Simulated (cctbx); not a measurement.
# Resonant diffraction in YI2F

Space group P6_322 (no. 182), a = 9.2760 Å, b = 9.2760 Å, c = 9.6030 Å, α = 90.00°, β = 90.00°, γ = 120.00°.

| atom | mult. | x | y | z | Ueq (Å²) |
| --- | --- | --- | --- | --- | --- |
| I1 | 12 | 0.3324 | 0.9534 | 0.8362 | 0.0174 |
| Y1 | 6 | 0.3304 | 0 | 1/2 | 0.0238 |
| F1 | 2 | 0 | 0 | 3/4 | 0.0353 |
| F2 | 4 | 2/3 | 1/3 | 0.9130 | 0.0365 |

The model was made for the exercise: a known structure type with other elements put in, its volume estimated, not relaxed; displacement parameters are assumed.

Calculated with cctbx: free-atom f′ and f″ from the Sasaki tables, no fine structure; amplitudes in electrons.

How do |F(hkl)| and |F(−h−k−l)| change across the Y K edge?

```text
E (eV)    f'(Y)   f''           |F|1 2 0        |F|1 1 2        |F|1 1 0        |F|0 0 2
  16438   -2.93   0.56       40.5/  40.5     24.0/  24.0    303.0/ 303.0     79.7/  79.7
  16788   -3.72   0.54       40.5/  40.5     26.2/  26.2    300.5/ 300.5     84.2/  84.2
  16918   -4.43   0.53       40.6/  40.6     28.1/  28.1    298.3/ 298.3     88.2/  88.2
  16978   -5.10   0.53       40.6/  40.6     30.1/  30.1    296.3/ 296.3     92.1/  92.1
  17008   -5.77   0.53       40.6/  40.6     32.0/  32.0    294.3/ 294.3     96.1/  96.1
  17023   -6.43   0.53       40.6/  40.6     33.9/  33.9    292.4/ 292.4     99.9/  99.9
  17030   -7.00   0.53       40.6/  40.6     35.5/  35.5    290.7/ 290.7    103.2/ 103.2
  17034   -7.58   0.52       40.6/  40.6     37.1/  37.1    289.0/ 289.0    106.6/ 106.6
  17042   -8.49   3.75       40.7/  40.7     40.1/  40.1    286.9/ 286.9    112.3/ 112.3
  17046   -7.39   3.75       40.6/  40.6     37.0/  37.0    290.1/ 290.1    105.9/ 105.9
  17053   -6.62   3.75       40.6/  40.6     34.8/  34.8    292.4/ 292.4    101.4/ 101.4
  17068   -5.84   3.74       40.6/  40.6     32.6/  32.6    294.6/ 294.6     96.8/  96.8
  17098   -5.09   3.73       40.6/  40.6     30.5/  30.5    296.8/ 296.8     92.4/  92.4
  17188   -4.10   3.69       40.5/  40.5     27.6/  27.6    299.6/ 299.6     86.6/  86.6
  17438   -3.06   3.58       40.5/  40.5     24.6/  24.6    302.6/ 302.6     80.3/  80.3
```

The edge is at 17038 eV. f′ of Y falls from -4.4 e at 16918 eV to -7.6 e at 4 eV below it, and f″ steps from 0.53 to 3.75 e across it. Over that approach |F| changes by +0 % (1 2 0), +32 % (1 1 2), -3 % (1 1 0) and +21 % (0 0 2): a reflection falls where Y scatters in phase with the total and rises where it scatters against it; it hardly moves where the Y term is small or cancels by symmetry or lies in quadrature to the total. The f″ term interferes with the normal scattering with opposite sign for the two Friedel mates. These reflections are centric, so their Friedel mates stay equal.

[Logs are printed without paths, hosts, clocks, repeated set-up lines and the standing remarks that a program may print on its own settings, such as how far it seeks lower states.]
